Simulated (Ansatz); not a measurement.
# Ta2NF2 monolayer: a soft mode frozen in

Aim: this structure of Ta2NF2 monolayer is to be tested for unstable modes, and one is followed downhill.

Main program and level: Ansatz 0.2.0; DFT PBEsol, scalar-relativistic, plane waves, PAW.

## Step 1: Starting point

The cell holds 5 atoms: 1 N, 2 Ta and 2 F. Cell: a = 3.255 Å, b = 3.255 Å, c = 33.200 Å, α = 90.0°, β = 90.0°, γ = 120.0°. Vacuum lies along c.

## Step 2: Response at finite wavevector

The cell comes from relaxations at this level that are not shown. Stability and thermal properties need the whole zone. Linear response on a 6×6×1 q mesh gives force constants as far as a supercell of that size would.

input.yaml

```yaml
crystal:
  lattice:
    - [3.2550074214, 0.0, 0.0]
    - [-1.6275037107, 2.8189191164, 0.0]
    - [0.0, 0.0, 33.2]
  atoms:
    - { symbol: "N", position: [0.0, 0.0, 0.3012048193] }
    - { symbol: Ta, position: [0.3333333333, 0.6666666667, 0.3310790105] }
    - { symbol: Ta, position: [0.6666666667, 0.3333333333, 0.2713306281] }
    - { symbol: F, position: [0.6666666667, 0.3333333333, 0.3707335699] }
    - { symbol: F, position: [0.3333333333, 0.6666666667, 0.2316760686] }
  periodic: [true, true, false]
kpoints:
  mp_grid: { grid: [12, 12, 1] }
hamiltonian:
  xc: pbesol
scf:
  occupations: { method: methfessel_paxton, width: 0.15 }
output:
  eigenvalues: true
phonons:
  method: dfpt
  qmesh: [6, 6, 1]
  temperatures: { t_max: 1000, t_step: 50 }
  qpath:
    path:
      - [0.0, 0.0, 0.0]
      - [0.5, 0.0, 0.0]
      - [0.33333333, 0.33333333, 0.0]
      - [0.0, 0.0, 0.0]
    npoints: 10
```

Run with:

```sh
$ ansatz run input.yaml --threads 8 --pin off --max-ram 14336MiB --backend cpu --events-out ev --progress --plain --runs-dir out
```

Numbers of over 12 decimals in the logs are rounded to 6 here.

The log of the run:

```text
Warning: crystal.symmetry: narrowed to the stabiliser of the run's FFT grids — unitary ops 12 → 6. A phonons.method: dfpt run fills in the rows of the dynamical matrix that it does not solve by its symmetry operations, which is exact only for operations that map its FFT grids onto themselves: filled in by any other, the frequencies could depend on the order in which like atoms are typed, or, by more than the grids' own error, on where the crystal sits among the grids' points. Excluded: 6 operations. The run can therefore solve more perturbations, solve them on more k-points, or both, and cost more. [rest of the remark cut]
Engine: ansatz 0.2.0, aarch64-unknown-linux-gnu
Pseudopotentials: kind: paw
Pseudopotential: N, paw, valence charge 5, recommended cutoff 420 eV (normal), N.paw.azcp
Pseudopotential: Ta, paw, valence charge 13, recommended cutoff 420 eV (normal), Ta.paw.azcp
Pseudopotential: F, paw, valence charge 7, recommended cutoff 420 eV (normal), F.paw.azcp
Functional definition: PBEsol
  exchange = pbesol_x
  correlation = pbesol_c
Crystal: 5 atoms, lattice volume = 304.630 Å³
Basis set: ecut = 420 eV, 6063 PW (Γ), exchange–correlation on 48×48×450 points (8 copies of the dense FFT grid, shifted against one another)
Bands: 28, of which v1, the nominal top of the filled ones, is band 23 counted from 1 (22 counted from 0)
Symmetry: 12 space group operations
k-points: 19 of 144 (irreducible under 6 space group operations, time reversal used)
Non-local potential: N, projectors of the file, l = 0: 2, l = 1: 2, l = 2: 1
Non-local potential: Ta, projectors of the file, l = 0: 3, l = 1: 2, l = 2: 2, l = 3: 1
Non-local potential: F, projectors of the file, l = 0: 2, l = 1: 2, l = 2: 1
PAW form: soft (Blöchl's): semilocal exchange-correlation on the pseudo side does not see the compensation charge
PAW frozen core: N, regenerated for the run's functional, and the local potential with it (the file was generated under x = pbe(κ = 0.804, μ = 0.219515), c = pbe(β = 0.066725))
PAW frozen core: Ta, regenerated for the run's functional, and the local potential with it (the file was generated under x = pbe(κ = 0.804, μ = 0.219515), c = pbe(β = 0.066725))
PAW frozen core: F, regenerated for the run's functional, and the local potential with it (the file was generated under x = pbe(κ = 0.804, μ = 0.219515), c = pbe(β = 0.066725))
PAW one-centre angular grid: N, 110 points (default); XC on 64 Gauss nodes
PAW one-centre angular grid: Ta, 590 points (default); XC on 64 Gauss nodes
PAW one-centre angular grid: F, 110 points (default); XC on 64 Gauss nodes
Initial density: superposition of atomic densities (neutral atoms: chi_scale 0, normalization atom), corrected by the library's trained network
Initial wavefunctions: pseudopotential atomic-orbital guess
Functional: x = pbesol(κ = 0.804, μ = 0.123457), c = pbesol(β = 0.046)
SCF iter   1: F=—  HF=-21594.792148 eV  |F-HF|=—  |Δ(HF+E_count)|=         —  Δρ=7.76e-3  dr2=1.91e-1  ethr=1.77e-3  ⟨swp⟩=11.6  Hψ=3932  notcnv=0
preconditioner: auto → LDOS  [insulator: Δε(μ)=0.173 eV  Ē_g=9.259 eV  σ=0.150 eV  W_gap=0.65  n_scr=20 (ndim 8)  ℏωp=10.6 eV  f_vac=0.784  D(μ)=1.44/eV (n_scr^D=8)  ε∞_Penn≈2.3  β→1.0]
SCF iter   2: F=—  HF=-21594.769799 eV  |F-HF|=—  |Δ(HF+E_count)|=   2.23e-2  S|Δr|=    0.00e0  Δρ=6.29e-3  dr2=8.41e-2  ethr=4.24e-4  ⟨swp⟩=2.9  Hψ=1225  notcnv=0  defer=13
SCF iter   3: F=—  HF=-21594.750275 eV  |F-HF|=—  |Δ(HF+E_count)|=   1.95e-2  S|Δr|=    0.00e0  Δρ=1.47e-3  dr2=3.79e-3  ethr=1.87e-4  ⟨swp⟩=2.8  Hψ=1080  notcnv=0  defer=13
SCF iter   4: F=—  HF=-21594.749465 eV  |F-HF|=—  |Δ(HF+E_count)|=   8.10e-4  S|Δr|=    0.00e0  Δρ=1.52e-4  dr2=7.42e-5  ethr=8.43e-6  ⟨swp⟩=3.9  Hψ=1375  notcnv=0  defer=13
SCF iter   5: F=—  HF=-21594.749485 eV  |F-HF|=—  |Δ(HF+E_count)|=   2.02e-5  S|Δr|=    0.00e0  Δρ=4.42e-5  dr2=5.13e-6  ethr=1.65e-7  ⟨swp⟩=3.5  Hψ=1247  notcnv=0  defer=13
SCF iter   6: F=—  HF=-21594.749487 eV  |F-HF|=—  |Δ(HF+E_count)|=   1.81e-6  S|Δr|=    0.00e0  Δρ=1.02e-5  dr2=1.92e-7  ethr=1.14e-8  ⟨swp⟩=3.7  Hψ=1228  notcnv=0  defer=13
SCF iter   7: F=—  HF=-21594.749311 eV  |F-HF|=—  |Δ(HF+E_count)|=   1.76e-4  S|Δr|=    0.00e0  Δρ=2.57e-6  dr2=1.36e-8  ethr=4.27e-10  ⟨swp⟩=3.2  Hψ=1168  notcnv=0  defer=13
SCF iter   8: F=—  HF=-21594.749311 eV  |F-HF|=—  |Δ(HF+E_count)|=   7.17e-8  S|Δr|=    0.00e0  Δρ=4.75e-7  dr2=5.56e-10  ethr=3.03e-11  ⟨swp⟩=3.5  Hψ=1240  notcnv=0  defer=13
SCF iter   9: F=—  HF=-21594.749311 eV  |F-HF|=—  |Δ(HF+E_count)|=   4.49e-9  S|Δr|=    0.00e0  Δρ=1.20e-7  dr2=3.47e-11  ethr=1.24e-12  ⟨swp⟩=3.7  Hψ=1334  notcnv=0  defer=13
SCF iter  10: F=-21594.749311 eV  HF=-21594.749311 eV  |F-HF|=1.06e-10  |Δ(HF+E_count)|=  2.11e-10  S|Δr|=    0.00e0  Δρ=2.77e-8  dr2=1.11e-12  ethr=1.00e-12  ⟨swp⟩=20.7  Hψ=4599  notcnv=0
SCF 1 converged in 10 iterations: F = -21594.749311 eV  dr2 = 1.11e-12
  greatest PAW one-centre occupation: 1.000 electrons in one spin orbital (limit 2), on the Ta atom at site 2 (counted from 0), in its partial waves of l = 0
phonons: the bands overlap, so this run is a metal and interpolates without the dipole-dipole term. If the crystal is really an insulator or semiconductor, its LO-TO splitting is missing
NSCF: frozen V_eff on 19 k-points
WARN: eigensolver did not converge (k=1): 1 band(s) unlocked after 2 eigensolves, warm-restarted (20 sweeps on the last) at ethr=1.73e-12 eV (storage-precision floor; scheduled 1.00e-12 eV) (lowest unlocked band 27, counted from 0; max residual 5.81e-5 eV among the unlocked bands, 5.81e-5 eV over every band; other slots of this pass that fall short are told together in one closing line; warning suppressed until the next SCF loop or pass starts)
WARN: eigensolver did not converge in 4 slots of this pass, the one above among them; of largest residual over every band (k=3): 1 band(s) unlocked (lowest unlocked band 27, counted from 0; max residual 2.22e-4 eV among the unlocked bands, 2.22e-4 eV over every band); of lowest unlocked band (k=1): band 27
NSCF: frozen V_eff on 43 k-points
DFPT response loops at q = (0, 0, 0) (fractional): preconditioner auto → none (partly filled bands, converged f_vac=0.786); β = 0.50; Broyden in place of MSR1
NSCF: frozen V_eff on 156 k-points
DFPT response loops at q = (0, 0.166667, 0) (fractional): mixed as the last ones told, above
NSCF: frozen V_eff on 156 k-points
DFPT response loops at q = (0, 0.333333, 0) (fractional): mixed as the last ones told, above
NSCF: frozen V_eff on 86 k-points
DFPT response loops at q = (0, -0.5, 0) (fractional): mixed as the last ones told, above
NSCF: frozen V_eff on 288 k-points
DFPT response loops at q = (0.166667, 0.166667, 0) (fractional): mixed as the last ones told, above
NSCF: frozen V_eff on 288 k-points
DFPT response loops at q = (0.166667, 0.333333, 0) (fractional): mixed as the last ones told, above
NSCF: frozen V_eff on 156 k-points
DFPT response loops at q = (0.333333, 0.333333, 0) (fractional): mixed as the last ones told, above
SCF converged after 10 iterations
Stability not checked: this state was not tested for a lower state beside it, because cold or Methfessel-Paxton smearing, or corrected tetrahedra, fill the levels in a way that the test cannot read (fill_not_monotonic; see scf.lower_state_search)
Free energy (F): -21594.749311 eV
Harris-Foulkes:  -21594.749311 eV  (|F-HF|=1.06e-10)
Internal energy: -21594.750456 eV  (E = F + TS)
E sigma→0 (E₀):  -21594.749598 eV
Entropy (-TS):   0.001145 eV (0.229 meV/atom)
Fermi energy:    -3.439903 eV
--- Per-component energies (eV) ---
  E_band       = -1157.237572
  E_kinetic    = 1283.772652
  E_local      = -132363.116112  (includes V_loc(G=0)·N_el)
  E_nonlocal   = 229.715012
  E_hartree    = 65381.636408
  E_xc         = -652.057574
  E_vxc        = -688.166571  (∫ρ·V_xc dr)
  E_paw        = -17056.092368  (= ΣΔE_a)
  E_vpaw       = -382.719819  (= ΣTr[D̂ρ^β])
  E_aug_tail   = 0.004446  (compensation charges beyond the density's cutoff)
  E_ewald      = 61580.846803
  E_core_change = 0.540277  (= ΣΔE_core)
  E_smearing   = 0.001145  (= −TS)
  E_closure    = 0.000000  (closes the sum)
  Σ components = -21594.749311   (vs F -21594.749311, Δ=0.00e0)
--- Band table (eV; the first three rows and the last of 19) ---
  k-point 0: bands = [... 19 lower, -10.0516, -5.9646, -5.9646, -4.1415, -3.6194, -2.4009, -1.8686, -1.8686, ... 1 higher]
  k-point 1: bands = [... 19 lower, -10.0191, -6.1423, -5.8193, -3.9687, -3.2699, -2.6004, -2.3293, -1.8814, ... 1 higher]
  k-point 2: bands = [... 19 lower, -9.9984, -6.4958, -5.4116, -3.8626, -2.7952, -2.6275, -2.3589, -1.8292, ... 1 higher]
  k-point 18: bands = [... 19 lower, -10.1833, -5.1518, -5.1518, -5.0687, -1.3846, -1.3846, -1.1439, -0.1182, ... 1 higher]
--- Phonons (Γ-DFPT): 10 representative perturbations + reference (Σ response iterations 47) ---
  ASR residual: 4.888e-5 → 0.000e0 eV/Å²; symmetrization residual: 6.546e-6 eV/Å²
  The last average, over the group as it would stand without the narrowing to the FFT grids, took up to 6.900e-6 eV/Å² of the zone centre's force constants
  ASR residual per site (eV/Å²): 2.09e-5 4.89e-5 3.53e-5 1.21e-5 1.21e-5
  Γ frequencies (cm⁻¹): 0.00 0.00 0.00 122.42 122.42 192.90 192.90 212.17 212.17 235.06 350.83 373.72 437.30 648.44 648.44
--- Phonons (arbitrary-q DFPT): 7 irreducible q on the 6×6×1 mesh ---
  q = [0.0000, 0.0000, 0.0000] (star 1, of the zone-centre solve; hermiticity 4.46e-7, symmetrization 4.65e-14, taken by the last average 2.35e-7): -0.00 0.00 0.00 122.42 122.42 192.90 192.90 212.17 212.17 235.06 350.83 373.72 437.30 648.44 648.44
  q = [0.0000, 0.1667, 0.0000] (star 6, 15 solved perturbations on 78 of 144 k-point pairs; hermiticity 4.72e-7, symmetrization 5.51e-11, taken by the last average 3.14e-7): -65.47 -24.10 36.41 101.08 112.30 194.47 197.66 209.00 210.42 217.46 342.53 343.97 415.65 637.76 646.05
  q = [0.0000, 0.3333, 0.0000] (star 6, 15 solved perturbations on 78 of 144 k-point pairs; hermiticity 5.18e-7, symmetrization 7.60e-11, taken by the last average 3.47e-7): -93.90 18.57 101.47 114.79 124.34 177.60 196.09 203.29 206.69 210.25 319.01 336.60 419.41 648.78 655.37
  q = [0.0000, -0.5000, 0.0000] (star 3, 15 solved perturbations on 43 of 144 k-point pairs; hermiticity 4.59e-7, symmetrization 5.45e-11, taken by the last average 2.97e-7): -148.48 7.35 111.24 131.68 144.25 170.95 189.51 192.25 197.71 203.36 306.45 330.99 435.47 631.46 646.80
  q = [0.1667, 0.1667, 0.0000] (star 6, 10 solved perturbations in 1110 linear systems a pass and spin channel, the states on 144 of 144 k-point pairs; hermiticity 3.35e-7, symmetrization 8.14e-11, taken by the last average 4.57e-7): -77.64 -55.93 92.97 96.06 127.78 183.11 195.66 198.61 207.22 214.63 324.65 338.03 408.66 648.19 650.76
  q = [0.1667, 0.3333, 0.0000] (star 12, 15 solved perturbations on 144 of 144 k-point pairs: no pair is spared here; hermiticity 2.67e-7, symmetrization 0.00e0, taken by the last average 3.51e-7): -126.26 -80.55 82.76 126.74 153.32 177.52 186.26 189.49 196.04 206.06 312.38 328.65 421.38 641.70 651.34
  q = [0.3333, 0.3333, 0.0000] (star 2, 10 solved perturbations in 545 linear systems a pass and spin channel, the states on 78 of 144 k-point pairs; hermiticity 2.64e-7, symmetrization 2.77e-7, taken by the last average 3.59e-7): -132.39 -65.54 -65.54 147.94 147.94 165.10 182.53 193.11 193.11 200.95 321.25 321.25 419.55 650.68 650.68
  sum rule: each row above includes the acoustic sum rule's correction from the zone centre's row sums; it moved no ω² by more than (0.64 cm⁻¹)²
  mesh force constants: q→R imaginary residual 2.85e-18; ASR residual 4.888e-5 → 0.000e0 eV/Å²; symmetrization residual 1.776e-14 eV/Å²
  interpolated dispersion: 31 rows × 15 modes
  density of states and harmonic sums: on the 24×24×1 q-mesh, interpolated from the force constants of a 6×6×1 supercell (no non-analytic term)
  largest difference from the sums on the solved wave vectors: F 2.13e-2 eV, S 2.76e-5 and C_V 6.28e-6 eV/K
  zero-point energy: 0.228251 eV/cell   skipped modes (ω ≤ 0): 116, of them read as no rigid motion or as one in doubt: 113 (1.901e0 modes/cell left out, lowest -148.48 cm⁻¹)   left out of the sums: 1.27e-1 of the cell's modes: C_V's classical limit lies that fraction below 3 k_B per atom; for a crystal, a wire or a layer, F and S can be off by more, and a phonons.interpolated_qmesh denser along its periods is the remedy for the sampling
```

Run time: 13 min. Hardware: 8 threads of Arm Neoverse V2, shared host; peak memory 3 GiB; 1.7 h of CPU time.

The column dr2 measures how far the density is from self-consistency, as an energy; F and HF (Harris–Foulkes) agree once it is small.

This step gave:

* gap on the k-mesh: 0 eV
* sum-rule residual before enforcement: 4.89e-5 eV/Å²
* lowest frequency on the path: -148.5 cm⁻¹
* point group: -3m
* highest frequency on the path or at a solved wavevector: 655.4 cm⁻¹
* area per atom: 1.835 Å²
* highest optical mode at the zone centre (no LO-TO term): 648.4 cm⁻¹
* lowest optical zone-centre mode: 122.4 cm⁻¹
* lowest mode on the q mesh (acoustic modes at Γ apart): -148.5 cm⁻¹

Frequencies (cm⁻¹) solved at each irreducible wavevector; negative means imaginary. Frequencies by wavevector, by row:

```
q in reciprocal lattice units  star  mode 1  mode 2  mode 3  mode 4  mode 13  mode 14  mode 15
                        0 0 0     1       0       0       0   122.4    437.3    648.4    648.4
                   0 0.1667 0     6   -65.5   -24.1    36.4   101.1    415.6    637.8      646
                   0 0.3333 0     6   -93.9    18.6   101.5   114.8    419.4    648.8    655.4
                     0 -0.5 0     3  -148.5     7.3   111.2   131.7    435.5    631.5    646.8
              0.1667 0.1667 0     6   -77.6   -55.9      93    96.1    408.7    648.2    650.8
              0.1667 0.3333 0    12  -126.3   -80.5    82.8   126.7    421.4    641.7    651.3
              0.3333 0.3333 0     2  -132.4   -65.5   -65.5   147.9    419.6    650.7    650.7
```

Interpolated from a 6×6×1 q mesh. Phonon branches along the path, in cm⁻¹:

```csv
point,branch 1,branch 2,branch 3,branch 4,branch 12,branch 13,branch 14,branch 15
Γ,0,0,0,122,374,437,648,648
halfway,-52,-50,75,104,340,411,644,652
M,-148,7,111,132,331,436,632,647
halfway,-136,-87,78,135,327,425,637,650
K,-132,-66,-66,148,321,420,651,651
halfway,-78,-56,93,96,338,409,648,651
Γ,0,0,0,122,374,437,648,648
```

Symmetry leaves 7 wavevectors to solve. The lowest mode among them, the acoustic zeros apart, lies at q = (0, -0.5, 0) and is imaginary, 148.5i cm⁻¹, so the energy falls along it.

## Step 3: The mode frozen in, largest atomic shift 0 Å

The mode followed lies at q = (0, -0.5, 0) with frequency 148.5i cm⁻¹, the softest among the wavevectors solved. At small amplitude the distorted cell has space group no. 11 by a symmetry search on the positions. The undistorted cell that holds it gives the zero of energy on the same k mesh.

System of this step: Ta2NF2 monolayer. The cell holds 10 atoms: 2 N, 4 Ta and 4 F. Cell: a = 3.255 Å, b = 5.638 Å, c = 33.200 Å, α = 90.0°, β = 90.0°, γ = 90.0°. It derives from Ta2NF2. Vacuum lies along c.

input.yaml

```yaml
crystal:
  lattice:
    - [3.2550074214, 0.0, 0.0]
    - [0.0, 5.6378382328, 0.0]
    - [0.0, 0.0, 33.2]
  atoms:
    - { symbol: "N", position: [0.0, 0.0, 0.3012048193] }
    - { symbol: "N", position: [0.5, 0.5, 0.3012048193] }
    - { symbol: Ta, position: [1.0, 0.3333333333, 0.3310790105] }
    - { symbol: Ta, position: [0.5, 0.8333333333, 0.3310790105] }
    - { symbol: Ta, position: [0.5, 0.1666666667, 0.2713306281] }
    - { symbol: Ta, position: [1.0, 0.6666666667, 0.2713306281] }
    - { symbol: F, position: [0.5, 0.1666666667, 0.3707335699] }
    - { symbol: F, position: [1.0, 0.6666666667, 0.3707335699] }
    - { symbol: F, position: [1.0, 0.3333333333, 0.2316760686] }
    - { symbol: F, position: [0.5, 0.8333333333, 0.2316760686] }
  periodic: [true, true, false]
kpoints:
  mp_grid: { grid: [12, 6, 1] }
hamiltonian:
  xc: pbesol
scf:
  occupations: { method: methfessel_paxton, width: 0.15 }
output:
  forces: true
  stress: true
  eigenvalues: true
```

The log of the run:

```text
[...]
Crystal: 10 atoms, lattice volume = 609.260 Å³
Basis set: ecut = 420 eV, 11971 PW (Γ), exchange–correlation on 48×80×450 points (8 copies of the dense FFT grid, shifted against one another)
Bands: 55, of which v1, the nominal top of the filled ones, is band 45 counted from 1 (44 counted from 0)
Symmetry: 8 space group operations
[...]
k-points: 28 of 72
[...]
k-point 1: bands = [... 41 lower, -6.1520, -5.8269, -3.9761, -3.5156, -3.4538, -3.2772, -2.6077, -2.3362, ... 6 higher]
  k-point 2: bands = [... 41 lower, -6.5053, -5.4191, -4.1087, -3.9207, -3.8709, -2.8030, -2.6339, -2.4245, ... 6 higher]
  k-point 27: bands = [... 41 lower, -7.5066, -3.1535, -3.1535, -3.1050, -3.1050, -2.4201, -2.4201, -1.7725, ... 6 higher]
  ° read free of the cell's end (the report's vacuum.weakly_bound_levels)
[key lines of the parts left out:]
SCF converged after 7 iterations
Free energy (F): -43189.508154 eV
Fermi energy:    -3.446945 eV
P = ½ c Tr σ = 0.0270 N/m
```

The job ended after 7.7 s (8 threads; peak memory 2.2 GiB; 58 s of CPU time).

Numbers from this step:

```yaml
energy_from_the_undistorted_cell: 0 meV/atom
```

## Step 4: The mode frozen in, largest atomic shift 0.22 Å

The atoms are moved along the unstable eigenvector, the largest shift by 0.22 Å, with the cell fixed.

input.yaml

```yaml
crystal:
  lattice:
    - [3.2550074214, 0.0, 0.0]
    - [0.0, 5.6378382328, 0.0]
    - [0.0, 0.0, 33.2]
  atoms:
    - { symbol: "N", position: [0.0, 0.0089041317, 0.307656508] }
    - { symbol: "N", position: [0.5, 0.4910958683, 0.2947531306] }
    - { symbol: Ta, position: [1.0, 0.3461092627, 0.3308755574] }
    - { symbol: Ta, position: [0.5, 0.8205574039, 0.3312824635] }
    - { symbol: Ta, position: [0.5, 0.1538907373, 0.2715340811] }
    - { symbol: Ta, position: [1.0, 0.6794425961, 0.271127175] }
    - { symbol: F, position: [0.5, 0.1686194959, 0.3683171234] }
    - { symbol: F, position: [1.0, 0.6647138375, 0.3731500164] }
    - { symbol: F, position: [1.0, 0.3313805041, 0.2340925151] }
    - { symbol: F, position: [0.5, 0.8352861625, 0.2292596221] }
  periodic: [true, true, false]
kpoints:
  mp_grid: { grid: [12, 6, 1] }
hamiltonian:
  xc: pbesol
scf:
  occupations: { method: methfessel_paxton, width: 0.15 }
output:
  forces: true
  stress: true
  eigenvalues: true
```

The log of the run:

```text
[...]
Crystal: 10 atoms, lattice volume = 609.260 Å³
Basis set: ecut = 420 eV, 11971 PW (Γ), exchange–correlation on 48×80×450 points (8 copies of the dense FFT grid, shifted against one another)
Bands: 55, of which v1, the nominal top of the filled ones, is band 45 counted from 1 (44 counted from 0)
Symmetry: 4 space group operations
[...]
k-points: 28 of 72
[...]
k-point 1: bands = [... 41 lower, -6.1193, -5.8295, -4.1169, -3.9943, -3.5547, -3.2711, -3.0723, -2.1864, ... 6 higher]
  k-point 2: bands = [... 41 lower, -6.4285, -5.4859, -4.4327, -4.2402, -3.9961, -2.9674, -2.5659, -2.4398, ... 6 higher]
  k-point 27: bands = [... 41 lower, -7.3487, -3.3615, -3.3615, -3.2928, -3.2928, -2.5904, -2.5904, -1.6452, ... 6 higher]
  ° read free of the cell's end (the report's vacuum.weakly_bound_levels)
[key lines of the parts left out:]
SCF converged after 8 iterations
Free energy (F): -43189.644388 eV
Fermi energy:    -3.594590 eV
P = ½ c Tr σ = -1.8016 N/m
```

Run time: 8.1 s. Hardware: 8 threads; peak memory 2.2 GiB; 62 s of CPU time.

This step gave:

```yaml
energy_from_the_undistorted_cell: -13.40 meV/atom
```

The energy, extrapolated to zero smearing, is -13.40 meV/atom against the undistorted cell.

(Part 1 of 3 ends here.)

[Logs are printed without paths, hosts, clocks, repeated set-up lines and the standing remarks that a program may print on its own settings, such as how far it seeks lower states.]

[Hosts, paths, dates, database ids (printed as entryN), source tags and the programs' standing remarks are cut or masked in the printed files.]
